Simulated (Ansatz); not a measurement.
# Work function of Co(0001): what the settings cost and change, part 2 of 2

How far do functional and pseudopotentials move the work function of Co(0001), and at what cost?

Ansatz 0.2.0; plane-wave DFT, PBE, Ansatz PAW (the session's first sound run).

So far, work function, upper face (eV): step 2 (run, setting PBE, Ansatz PAW (420 eV)) 4.98; step 3 (LDA) 5.33; step 4 (PBEsol) 5.11; step 5 (RPBE) 4.82.

## 6. Run

This step: plane-wave DFT, r2SCAN, Ansatz PAW (Ansatz 0.2.0).

Input file input.yaml:

```yaml
crystal:
  lattice:
    - [2.51, 0.0, 0.0]
    - [1.255, 2.1737237635, 0.0]
    - [0.0, 0.0, 30.21366]
  atoms:
    - { symbol: Co, position: [0.0, 0.0, 0.2978785093], spin: 1.7 }
    - { symbol: Co, position: [0.6666666667, 0.6666666667, 0.3652523395], spin: 1.7 }
    - { symbol: Co, position: [0.0, 0.0, 0.4326261698], spin: 1.7 }
    - { symbol: Co, position: [0.6666666667, 0.6666666667, 0.5], spin: 1.7 }
    - { symbol: Co, position: [0.0, 0.0, 0.5673738302], spin: 1.7 }
    - { symbol: Co, position: [0.6666666667, 0.6666666667, 0.6347476605], spin: 1.7 }
    - { symbol: Co, position: [0.0, 0.0, 0.7021214907], spin: 1.7 }
magnetization:
  spin_polarized: true
kpoints:
  mp_grid: { grid: [19, 19, 1] }
hamiltonian:
  xc: r2scan
scf:
  occupations: { method: fermi_dirac, width: 0.1 }
  convergence: { dr2_threshold: 1.0e-09 }
efield:
  axis: 3
  dipole_correction: true
  ramp_position: 0.97
  ramp_width: 0.06
output:
  write_potential: true
  write_density: true
  volumetric_format: npy
```

On the command line:

```sh
> ansatz run input.yaml --threads 4 --pin off --max-ram 6144MiB --backend cpu --events-out ev --progress --plain --runs-dir out
```

What it wrote:

```text
[...]
Crystal: 7 atoms, lattice volume = 164.847 Å³
Basis set: ecut = 500 eV, 4197 PW (Γ), exchange–correlation on 80×80×900 points (64 copies of the dense FFT grid, shifted against one another)
Bands: 79, of which v1, the nominal top of the filled ones, is band 60 counted from 1 (59 counted from 0)
[...]
k-point 1 ↑: bands = [... 56 lower, 3.5125, 3.5164, 3.6544, 3.7718, 3.8326, 3.9953, 4.0073, 4.0983, ... 15 higher]
  k-point 2 ↑: bands = [... 56 lower, 3.3664, 3.4524, 3.4849, 3.6895, 3.7492, 3.8298, 3.9945, 4.0459, ... 15 higher]
  k-point 39 ↓: bands = [... 56 lower, 7.0500, 7.1628, 7.1810, 7.1997, 7.2231, 7.2662, 7.2823, 10.8565, ... 15 higher]
[key lines of the parts left out:]
SCF converged after 28 iterations
Magnetization: 12.6178 μB (65.8089 up, 53.1911 down)
Free energy (F): -35919.094105 eV
Fermi energy:    6.058510 eV
Dipole field:    D = 0.000001 V/Å  (p = 0.000001 e·Å, saw-weighted, corrected)
Work function:   Φ+ = 4.9785 eV   Φ− = 4.9786 eV
```

The job ended after 8.1 min (4 threads of Arm Neoverse N1, shared host; peak memory 1.9 GiB; 25 min of CPU time).

The work function is 4.979 eV, -0.005 eV from the run “PBE, Ansatz PAW (420 eV)”, at 3.0 times its CPU time.

## 7. Run

This step: plane-wave DFT, PBE, JTH PAW (Ansatz 0.2.0).

input.yaml: that of step 6 with these lines changed.

```diff
@@ -18,3 +18,4 @@
 hamiltonian:
-  xc: r2scan
+  xc: pbe
+  pseudopotentials: { kind: paw, source: jth }
 scf:
```

What it wrote:

```text
[...]
k-point 1 ↑: bands = [... 56 lower, 4.7425, 4.8244, 4.8284, 5.0847, 5.0980, 5.2271, 5.3247, 5.3253, ... 15 higher]
  k-point 2 ↑: bands = [... 56 lower, 4.5926, 4.7056, 4.7986, 4.9037, 5.0409, 5.0604, 5.2847, 5.3108, ... 15 higher]
  k-point 39 ↓: bands = [... 56 lower, 7.2920, 7.4119, 7.4586, 7.4951, 7.5296, 7.5922, 7.5990, 11.3076, ... 15 higher]
[key lines of the parts left out:]
SCF converged after 21 iterations
Magnetization: 11.7275 μB (65.3638 up, 53.6362 down)
Free energy (F): -35877.725960 eV
Fermi energy:    6.533773 eV
Dipole field:    D = -0.000001 V/Å  (p = -0.000001 e·Å, saw-weighted, corrected)
Work function:   Φ+ = 4.9742 eV   Φ− = 4.9742 eV
```

The job ended after 14 min (4 threads; peak memory 5.6 GiB; 50 min of CPU time).

The work function is 4.974 eV, -0.009 eV from the run “PBE, Ansatz PAW (420 eV)”, at 6.1 times its CPU time.

## 8. Run

This step: plane-wave DFT, PBE, norm-conserving (Ansatz 0.2.0).

input.yaml: that of step 7 with these lines changed.

```diff
@@ -19,3 +19,3 @@
   xc: pbe
-  pseudopotentials: { kind: paw, source: jth }
+  pseudopotentials: { kind: nc }
 scf:
```

What it wrote:

```text
[...]
Crystal: 7 atoms, lattice volume = 164.847 Å³
Basis set: ecut = 1306.14654 eV, 17813 PW (Γ)
Bands: 79, of which v1, the nominal top of the filled ones, is band 60 counted from 1 (59 counted from 0)
Symmetry: 6 space group operations
k-points: 40 of 361 (time reversal used)
[...]
k-point 1 ↑: bands = [... 56 lower, 4.4257, 4.4736, 4.4777, 4.7320, 4.7483, 4.8829, 4.9697, 4.9856, ... 15 higher]
  k-point 2 ↑: bands = [... 56 lower, 4.2514, 4.3586, 4.4481, 4.5622, 4.7026, 4.7078, 4.9455, 4.9554, ... 15 higher]
  k-point 39 ↓: bands = [... 56 lower, 7.0225, 7.1488, 7.1988, 7.2343, 7.2700, 7.3322, 7.3378, 11.0022, ... 15 higher]
[key lines of the parts left out:]
SCF converged after 17 iterations
Magnetization: 11.8347 μB (65.4173 up, 53.5827 down)
Free energy (F): -29149.103263 eV
Fermi energy:    6.260441 eV
Dipole field:    D = 0.000001 V/Å  (p = 0.000001 e·Å, saw-weighted, corrected)
Work function:   Φ+ = 4.9782 eV   Φ− = 4.9782 eV
```

The job ended after 9.1 min (4 threads; peak memory 5 GiB; 33 min of CPU time).

The work function is 4.978 eV, -0.005 eV from the run “PBE, Ansatz PAW (420 eV)”, at 4.0 times its CPU time.

## 9. Slab

This step: plane-wave DFT, LDA, norm-conserving (Ansatz 0.2.0).

input.yaml: that of step 8 with these lines changed.

```diff
@@ -18,3 +18,3 @@
 hamiltonian:
-  xc: pbe
+  xc: lda
   pseudopotentials: { kind: nc }
```

What it wrote:

```text
[...]
Crystal: 7 atoms, lattice volume = 164.847 Å³
Basis set: ecut = 1306.14654 eV, 17813 PW (Γ)
Bands: 79, of which v1, the nominal top of the filled ones, is band 60 counted from 1 (59 counted from 0)
Symmetry: 6 space group operations
k-points: 40 of 361 (time reversal used)
[...]
k-point 1 ↑: bands = [... 56 lower, 4.1650, 4.2972, 4.3042, 4.5605, 4.5644, 4.6857, 4.7899, 4.8033, ... 15 higher]
  k-point 2 ↑: bands = [... 56 lower, 4.0591, 4.1611, 4.2724, 4.3559, 4.5032, 4.5353, 4.7553, 4.7882, ... 15 higher]
  k-point 39 ↓: bands = [... 56 lower, 6.5192, 6.6630, 6.7023, 6.7626, 6.7983, 6.8528, 6.8597, 10.6732, ... 15 higher]
[key lines of the parts left out:]
SCF converged after 27 iterations
Magnetization: 11.3471 μB (65.1735 up, 53.8265 down)
Free energy (F): -29109.077116 eV
Fermi energy:    5.837035 eV
Dipole field:    D = -0.000000 V/Å  (p = -0.000000 e·Å, saw-weighted, corrected)
Work function:   Φ+ = 5.3301 eV   Φ− = 5.3301 eV
```

It took 10 min on 4 threads; peak memory 5 GiB.

The work function is 5.330 eV, +0.346 eV from the run “PBE, Ansatz PAW (420 eV)”, at 4.9 times its CPU time.

## 10. Run, setting PBE, all layers relaxed

This step: plane-wave DFT, PBE, Ansatz PAW (Ansatz 0.2.0).

input.yaml: that of step 9 with these lines changed.

```diff
@@ -18,4 +18,3 @@
 hamiltonian:
-  xc: lda
-  pseudopotentials: { kind: nc }
+  xc: pbe
 scf:
@@ -28,2 +27,5 @@
   ramp_width: 0.06
+relax:
+  f_tol: 0.01
+  max_steps: 40
 output:
```

What it wrote:

```text
[...]
Crystal: 7 atoms, lattice volume = 164.847 Å³
Basis set: ecut = 420 eV, 3239 PW (Γ), exchange–correlation on 36×36×432 points (8 copies of the dense FFT grid, shifted against one another)
Bands: 79, of which v1, the nominal top of the filled ones, is band 60 counted from 1 (59 counted from 0)
[...]
- { symbol: Co, position: [0.666667, 0.666667, 0.366344] }
    - { symbol: Co, position: [2.084172e-18, 0, 0.433674] }
    - { symbol: Co, position: [0.666667, 0.666667, 0.500000] }
    - { symbol: Co, position: [-2.084170e-18, 0, 0.566326] }
    - { symbol: Co, position: [0.666667, 0.666667, 0.633656] }
    - { symbol: Co, position: [-7.790530e-18, 0, 0.698204] }
[key lines of the parts left out:]
SCF converged after 14 iterations
Magnetization: 11.6108 μB (65.3054 up, 53.6946 down)
Free energy (F): -35881.699231 eV
Fermi energy:    6.037073 eV
Dipole field:    D = -0.000000 V/Å  (p = -0.000000 e·Å, saw-weighted, corrected)
Work function:   Φ+ = 4.9238 eV   Φ− = 4.9238 eV
```

Wall time 5.5 min (4 threads); peak memory 1.1 GiB; 21 min of CPU time.

The relaxation took 4 steps and lowered the energy by 0.047 eV; the largest force on the free atoms ends at 0.0016 eV/Å.

The work function is 4.924 eV, -0.060 eV from the run “PBE, Ansatz PAW (420 eV)”, at 2.6 times its CPU time.

## 11. Comparing the runs

Times are for 4 threads of Arm Neoverse N1, shared host. The series side by side:

```
no.                         setting  work function, upper face (eV)     time  memory (GiB)
  1        PBE, Ansatz PAW (420 eV)                           4.984  2.8 min           1.3
  2        LDA, Ansatz PAW (420 eV)                           5.332  3.3 min           1.3
  3     PBEsol, Ansatz PAW (420 eV)                           5.106  2.7 min           1.3
  4       RPBE, Ansatz PAW (420 eV)                           4.817  2.6 min           1.3
  5     r2SCAN, Ansatz PAW (500 eV)                           4.979  8.1 min           1.9
  6          PBE, JTH PAW (1320 eV)                           4.974   14 min           5.6
  7  PBE, norm-conserving (1306 eV)                           4.978  9.1 min             5
  8  LDA, norm-conserving (1306 eV)                           5.330   10 min           5.0
  9         PBE, all layers relaxed                           4.924  5.5 min           1.1
```

## 12. Varying the input

An input spoilt on purpose, to show how the run answers: it repeats the earlier run “PBE, Ansatz PAW (420 eV)” with efield.ramp_width from 0.06 to 0.9, and scf.max_iter set to 60; its output block differs too.

input.yaml: that of step 10 with these lines changed.

```diff
@@ -22,2 +22,3 @@
   convergence: { dr2_threshold: 1.0e-09 }
+  max_iter: 60
 efield:
@@ -26,6 +27,3 @@
   ramp_position: 0.97
-  ramp_width: 0.06
-relax:
-  f_tol: 0.01
-  max_steps: 40
+  ramp_width: 0.9
 output:
```

What it wrote:

```text
Engine: ansatz 0.2.0, aarch64-unknown-linux-gnu
Pseudopotentials: kind: paw
Pseudopotential: Co, paw, valence charge 17, recommended cutoff 420 eV (normal), Co.paw.azcp
Functional definition: PBE
  parameter kappa = 0.804
  parameter beta = 0.066725
  exchange = pbe_x(kappa = kappa, mu = beta*pi^2/3)
  correlation = pbe_c(beta = beta)
Crystal: 7 atoms, lattice volume = 164.847 Å³
Basis set: ecut = 420 eV, 3239 PW (Γ)
Bands: 79, of which v1, the nominal top of the filled ones, is band 60 counted from 1 (59 counted from 0)
Symmetry: 6 space group operations
k-points: 40 of 361 (time reversal used)
Non-local potential: Co, projectors of the file, l = 0: 3, l = 1: 2, l = 2: 3, l = 3: 1
PAW form: soft (Blöchl's): semilocal exchange-correlation on the pseudo side does not see the compensation charge
PAW one-centre angular grid: Co, 590 points (default); XC on 64 Gauss nodes
Initial density: superposition of atomic densities (neutral atoms: chi_scale 0, normalization atom)
Starting moments: Σ|m| = 11.9 μB on 7 of 7 sites
Initial wavefunctions: pseudopotential atomic-orbital guess
Functional: x = pbe(κ = 0.804, μ = 0.219515), c = pbe(β = 0.066725)
Error: efield: ion 0 (Co) at fractional coordinate 0.2979 along the field axis lies inside the sawtooth ramp with 2 of the planes that the density is read on at each end, [0.9607, 0.8793] — the ramp must sit in vacuum (an ion there feels the fictitious reversed slope); set or move the ramp (efield.ramp_position / ramp_width) or move the geometry
```

Wall time 0.34 s (4 threads); peak memory 0.53 GiB.

The input was rejected at the start.

The program's message: “Error: efield: ion 0 (Co) at fractional coordinate 0.2979 along the field axis lies inside the sawtooth ramp with 2 of the planes that the density is read on at each end, [0.9607, 0.8793] — the ramp m …”

The fault put into the input: a ramp so wide that it reaches the atoms.

## 13. What came out

| Quantity | Value |
| --- | --- |
| work function, PBE, Ansatz PAW (420 eV) | 4.984 eV |
| work function, LDA, Ansatz PAW (420 eV) | 5.332 eV |
| work function, RPBE, Ansatz PAW (420 eV) | 4.817 eV |
| work function, r2SCAN, Ansatz PAW (500 eV) | 4.979 eV |
| work function, PBE, all layers relaxed | 4.924 eV |

PBE on the default files gives 4.98 eV, and the settings tried spread the value from 4.82 to 5.33 eV. At one geometry LDA lies 0.35 eV above PBE. The choice of pseudopotentials moves the PBE value by 0.009 eV. Relaxing the layers changes it by -0.060 eV. The ladder's slabs use the tabulated experimental lattice constant (two decimals; a low-temperature value for the alkali metals). The magnetic order is the one reached from the typed start; other orders were not compared.

[Long decimals in the printed logs are rounded to 6 places.]

[Logs are printed without paths, hosts, clocks, repeated set-up lines and the standing remarks that a program may print on its own settings, such as how far it seeks lower states.]

[Hosts, paths, dates, database ids (printed as entryN), source tags and the programs' standing remarks are cut or masked in the printed files.]

[Maps of the electrostatic potential energy from Ansatz leave out the sawtooth potential of an applied field or a dipole correction, so their vacuum need not be flat; planar profiles and work functions include it.]
